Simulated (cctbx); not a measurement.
**A crystallographic session in cctbx: PrDy4AsPt2**

Library: cctbx 2025.11. The data are simulated by the first script.

## 1. Simulate the data

run.py:

```python
from cctbx import adptbx, crystal, miller, sgtbx, xray
from cctbx.array_family import flex
from iotbx.shelx import hklf
from scitbx import matrix
import scitbx.random

cs = crystal.symmetry(unit_cell=(7.727, 7.727, 13.668, 90, 90, 90), space_group_symbol='Hall: -I 4 2c')  # I4/mcm
atoms = [  # label, site, U (iso, or U11 U22 U33 U12 U13 U23 in A^2), occupancy
    ("Pt1", (0.1401, 0.3599, 0), (0.0051, 0.0051, 0.0083, -0.0001, 0.0000, 0.0000), 1),
    ("Dy1", (0.6528, 0.8472, 0.1339), (0.0039, 0.0039, 0.0036, -0.0003, -0.0002, 0.0002), 1),
    ("Pr1", (0.5, 0.5, 0), (0.0079, 0.0079, 0.0151, -0.0000, -0.0000, 0.0000), 0.94),
    ("As1", (0.5, 0.5, 0.25), (0.0033, 0.0033, 0.0036, 0.0000, -0.0000, 0.0000), 1),
]
xs = xray.structure(crystal_symmetry=cs)
for label, site, u, occ in atoms:
    u = adptbx.u_cif_as_u_star(cs.unit_cell(), u) if isinstance(u, tuple) else u
    xs.add_scatterer(xray.scatterer(label, site=site, u=u, occupancy=occ))
xs.set_inelastic_form_factors(0.71073, "sasaki")
xs.show_summary()
p1 = xs.expand_to_p1()
ms = miller.build_set(p1, anomalous_flag=True, d_min=0.75)
flex.set_random_seed(847392)
scitbx.random.set_random_seed(847392)
ms = ms.select(flex.random_double(ms.size()) < 0.8)
i = ms.structure_factors_from_scatterers(p1, algorithm="direct").f_calc().as_intensity_array().data()
i = i / flex.sqrt(1 + 0.3 * i / flex.max(i))  # extinction
i = i * 5000 / flex.max(i)
sig = flex.sqrt(i + flex.pow2(0.06 * i) + 2 ** 2)
noise = scitbx.random.variate(scitbx.random.normal_distribution())(i.size())
data = ms.array(data=i + sig * noise, sigmas=sig).set_observation_type_xray_intensity()
with open("data.hkl", "w") as f:
    data.export_as_shelx_hklf(f)
print("reflections written:", data.size(), " <I/sigma> = %.1f" % flex.mean(data.data() / data.sigmas()))
for h, a, b in list(data.sort("data"))[:12]:
    print("%4d%4d%4d %9.1f %7.1f" % (h + (a, b)))
```

```console
$ python run.py
```

```text
Number of scatterers: 4
At special positions: 4
Unit cell: (7.727, 7.727, 13.668, 90, 90, 90)
Space group: I 4/m c m (No. 140)
reflections written: 6565  <I/sigma> = 3.5
   0   0  -8    5654.5   308.2
   0   0   8    5222.0   308.2
  -1   3   0    3462.5   193.8
   3   1   0    3249.7   193.8
  -1  -3   0    3035.7   193.8
   3  -1   0    3027.7   193.8
   1  -3   0    2968.3   193.8
  -3   1   0    2935.1   193.8
   0  -6   0    2908.8   173.5
   1   2   3    2831.7   166.8
   4   4   0    2823.7   166.1
   1  -2   3    2770.8   166.8
```

It took 0.32 s on 1 thread of AMD EPYC 7B13 (Zen 3), with other jobs on the host, peak memory 0.07 GiB.

## 2. Refinement

run.py:

```python
import math
from cctbx import adptbx, crystal, maptbx, sgtbx, xray
from cctbx.array_family import flex
from cctbx.xray import observations
from iotbx.shelx import hklf
from scitbx.lstbx import normal_eqns_solving
from smtbx import absolute_structure, utils
from smtbx.refinement import constraints, least_squares

cs = crystal.symmetry(unit_cell=(7.727, 7.727, 13.668, 90, 90, 90), space_group_symbol='Hall: -I 4 2c')  # I4/mcm
atoms = [  # label, site, U (iso, or U11 U22 U33 U12 U13 U23 in A^2), occupancy
    ("Pt1", (0.1401, 0.3599, 0), 0.0200, 1),
    ("Dy1", (0.6528, 0.8472, 0.1339), 0.0200, 1),
    ("Pr1", (0.5, 0.5, 0), 0.0200, 1),
    ("As1", (0.5, 0.5, 0.25), 0.0200, 1),
]
xs = xray.structure(crystal_symmetry=cs)
for label, site, u, occ in atoms:
    u = adptbx.u_cif_as_u_star(cs.unit_cell(), u) if isinstance(u, tuple) else u
    xs.add_scatterer(xray.scatterer(label, site=site, u=u, occupancy=occ))
xs.set_inelastic_form_factors(0.71073, "sasaki")
xs.convert_to_anisotropic()
raw = hklf.reader(file_name="data.hkl").as_miller_arrays(crystal_symmetry=cs, anomalous=True)[0]
merged = raw.eliminate_sys_absent().merge_equivalents()
fo2 = merged.array().set_observation_type_xray_intensity()
print("Rint %.3f, %d unique reflections to %.2f A" % (merged.r_int(), fo2.size(), fo2.d_min()))
for sc in xs.scatterers():
    sc.flags.set_grad_site(True)
    sc.flags.set_grad_u_aniso(sc.flags.use_u_aniso())
    sc.flags.set_grad_u_iso(sc.flags.use_u_iso())
obs = fo2.as_xray_observations()
extra = {}
rep = constraints.reparametrisation(xs, [], utils.connectivity_table(xs), **extra)
ls = least_squares.crystallographic_ls(obs, rep, weighting_scheme=least_squares.mainstream_shelx_weighting(a=0, b=0))
print("cycle     R1     wR2    GooF  max shift (A)")
for cycle in range(12):
    ls.build_up()
    r1, wr2, goof = ls.r1_factor(cutoff_factor=2)[0], ls.wR2(), ls.goof()
    old = xs.sites_cart()
    normal_eqns_solving.levenberg_marquardt_iterations(ls, n_max_iterations=3, tau=1e-06, step_threshold=1e-7)
    big = flex.max((xs.sites_cart() - old).norms())
    print("%4d %7.4f %7.4f %7.3f %9.5f" % (cycle + 1, r1, wr2, goof, big))
    ls.build_up(objective_only=True)
    if abs(ls.wR2() - wr2) < 5e-5 and big < 5e-4:
        break
ls.build_up()
print("final R1 %.4f wR2 %.4f GooF %.3f  parameters %d  data/parameter %.1f" % (ls.r1_factor(cutoff_factor=2)[0], ls.wR2(), ls.goof(), ls.n_parameters, fo2.size() / ls.n_parameters))
cov = ls.covariance_matrix_and_annotations()
su = dict(zip(cov.annotations, (math.sqrt(max(v, 0)) for v in cov.matrix.matrix_packed_u_diagonal())))
a2 = cs.unit_cell().reciprocal_parameters()[0] ** -2
print("atom        x        y        z      Ueq    occ   su(xyz)  su(Uiso or U11)")
for sc in xs.scatterers():
    s = max(su.get(sc.label + k, 0) for k in (".x", ".y", ".z"))
    npd = "" if sc.is_positive_definite_u(cs.unit_cell()) else "  NPD"
    print("%-5s %8.5f %8.5f %8.5f %8.4f %6.3f %8.5f %7.4f%s" % ((sc.label,) + sc.site + (sc.u_iso_or_equiv(cs.unit_cell()), sc.occupancy, s, su.get(sc.label + ".uiso", su.get(sc.label + ".u11", 0) * a2), npd)))
fo = fo2.f_sq_as_f()
fc = fo.structure_factors_from_scatterers(xs, algorithm="direct").f_calc()
diff = fo.f_obs_minus_f_calc(1 / math.sqrt(ls.scale_factor()), fc).average_bijvoet_mates()
m = diff.fft_map(symmetry_flags=maptbx.use_space_group_symmetry, resolution_factor=0.25).apply_volume_scaling()
print("difference map: max %.2f min %.2f rms %.2f" % (m.statistics().max(), m.statistics().min(), m.statistics().sigma()))
peaks = m.peak_search(parameters=maptbx.peak_search_parameters(min_distance_sym_equiv=0.6, max_clusters=6)).all()
near = xs.closest_distances(peaks.sites(), distance_cutoff=4)
sps = cs.special_position_settings(min_distance_sym_equiv=0.5)
for k, (x, h) in enumerate(zip(peaks.sites(), peaks.heights())):
    ss = sps.site_symmetry(x)
    print("Q%-3d %7.4f %7.4f %7.4f %4d %7.2f  %.2f A from %s" % ((k + 1,) + tuple(t % 1 for t in ss.exact_site()) + (ss.multiplicity(), h, near.smallest_distances[k], xs.scatterers()[near.i_seqs[k]].label)))
```

```console
$ python run.py
```

```text
Rint 0.061, 300 unique reflections to 0.75 A
cycle     R1     wR2    GooF  max shift (A)
   1  0.1460  0.3095   8.391   0.00087
   2  0.0197  0.0471   1.276   0.00000
final R1 0.0197 wR2 0.0471 GooF 1.276  parameters 14  data/parameter 21.4
atom        x        y        z      Ueq    occ   su(xyz)  su(Uiso or U11)
Pt1    0.14004  0.35996  0.00000   0.0055  1.000  0.00005  0.0002
Dy1    0.65288  0.84712  0.13390   0.0032  1.000  0.00004  0.0002
Pr1    0.50000  0.50000  0.00000   0.0124  1.000  0.00000  0.0003
As1    0.50000  0.50000  0.25000   0.0025  1.000  0.00000  0.0005
difference map: max 1.69 min -3.37 rms 0.47
Q1    0.0857  0.1464  0.5000   16    1.69  1.31 A from Pr1
Q2    0.1173  0.3827  0.2233   16    1.61  1.99 A from Dy1
Q3    0.2164  0.2836  0.5000    8    1.48  1.57 A from Pt1
Q4    0.2500  0.2500  0.2500    8    1.42  1.91 A from Dy1
Q5    0.0769  0.4231  0.3630   16    1.34  0.83 A from Dy1
Q6    0.2373  0.2627  0.1339   16    1.18  1.20 A from Dy1
```

Time: 0.48 s.

This run holds a fault made on purpose: disorder ignored: each site full, of its main element.

## 3. Refinement (occupancies of the disordered sites free, main element alone)

run.py, as its changes from the last script of this kind:

```diff
@@ -12,4 +12,4 @@
-    ("Pt1", (0.1401, 0.3599, 0), 0.0200, 1),
-    ("Dy1", (0.6528, 0.8472, 0.1339), 0.0200, 1),
-    ("Pr1", (0.5, 0.5, 0), 0.0200, 1),
-    ("As1", (0.5, 0.5, 0.25), 0.0200, 1),
+    ("Pt1", (0.14004, 0.35996, 0), 0.0120, 1),
+    ("Dy1", (0.65288, 0.84712, 0.1339), 0.0120, 1),
+    ("Pr1", (0.5, 0.5, 0), 0.0120, 1),
+    ("As1", (0.5, 0.5, 0.25), 0.0120, 1),
@@ -30,0 +31 @@
+    sc.flags.set_grad_occupancy(sc.label in ('Pr1',))
@@ -36 +37 @@
-for cycle in range(12):
+for cycle in range(20):
@@ -55,0 +57 @@
+print("su of occupancy Pr1: %.3f" % su["Pr1.occ"])
```

```console
$ python run.py
```

```text
Rint 0.061, 300 unique reflections to 0.75 A
cycle     R1     wR2    GooF  max shift (A)
   1  0.0871  0.1987   5.397   0.00007
   2  0.0188  0.0451   1.225   0.00001
   3  0.0184  0.0440   1.195   0.00001
   4  0.0181  0.0432   1.173   0.00001
   5  0.0179  0.0426   1.156   0.00001
   6  0.0177  0.0421   1.143   0.00001
   7  0.0175  0.0417   1.134   0.00001
   8  0.0174  0.0415   1.127   0.00001
   9  0.0173  0.0413   1.122   0.00001
  10  0.0172  0.0412   1.118   0.00000
  11  0.0171  0.0411   1.115   0.00000
  12  0.0171  0.0410   1.113   0.00000
  13  0.0170  0.0409   1.112   0.00000
final R1 0.0170 wR2 0.0409 GooF 1.111  parameters 15  data/parameter 20.0
atom        x        y        z      Ueq    occ   su(xyz)  su(Uiso or U11)
Pt1    0.14005  0.35995  0.00000   0.0058  1.000  0.00004  0.0002
Dy1    0.65287  0.84713  0.13391   0.0034  1.000  0.00003  0.0002
Pr1    0.50000  0.50000  0.00000   0.0100  0.942  0.00000  0.0004
As1    0.50000  0.50000  0.25000   0.0028  1.000  0.00000  0.0004
su of occupancy Pr1: 0.007
difference map: max 1.72 min -2.36 rms 0.44
Q1    0.0883  0.1495  0.5000   16    1.75  1.34 A from Pr1
Q2    0.1178  0.3822  0.2250   16    1.57  1.97 A from Dy1
Q3    0.2173  0.2827  0.5000    8    1.42  1.56 A from Pt1
Q4    0.2500  0.2500  0.2500    8    1.33  1.91 A from Dy1
Q5    0.0755  0.4245  0.3638   16    1.29  0.85 A from Dy1
Q6    0.0000  0.5000  0.0406    8    1.07  1.63 A from Pt1
```

It took 1.1 s on 1 thread of AMD EPYC 7B13 (Zen 3), on a shared host, peak memory 0.09 GiB.

[Logs are printed without paths, hosts, clocks, repeated set-up lines and the standing remarks that a program may print on its own settings, such as how far it seeks lower states.]
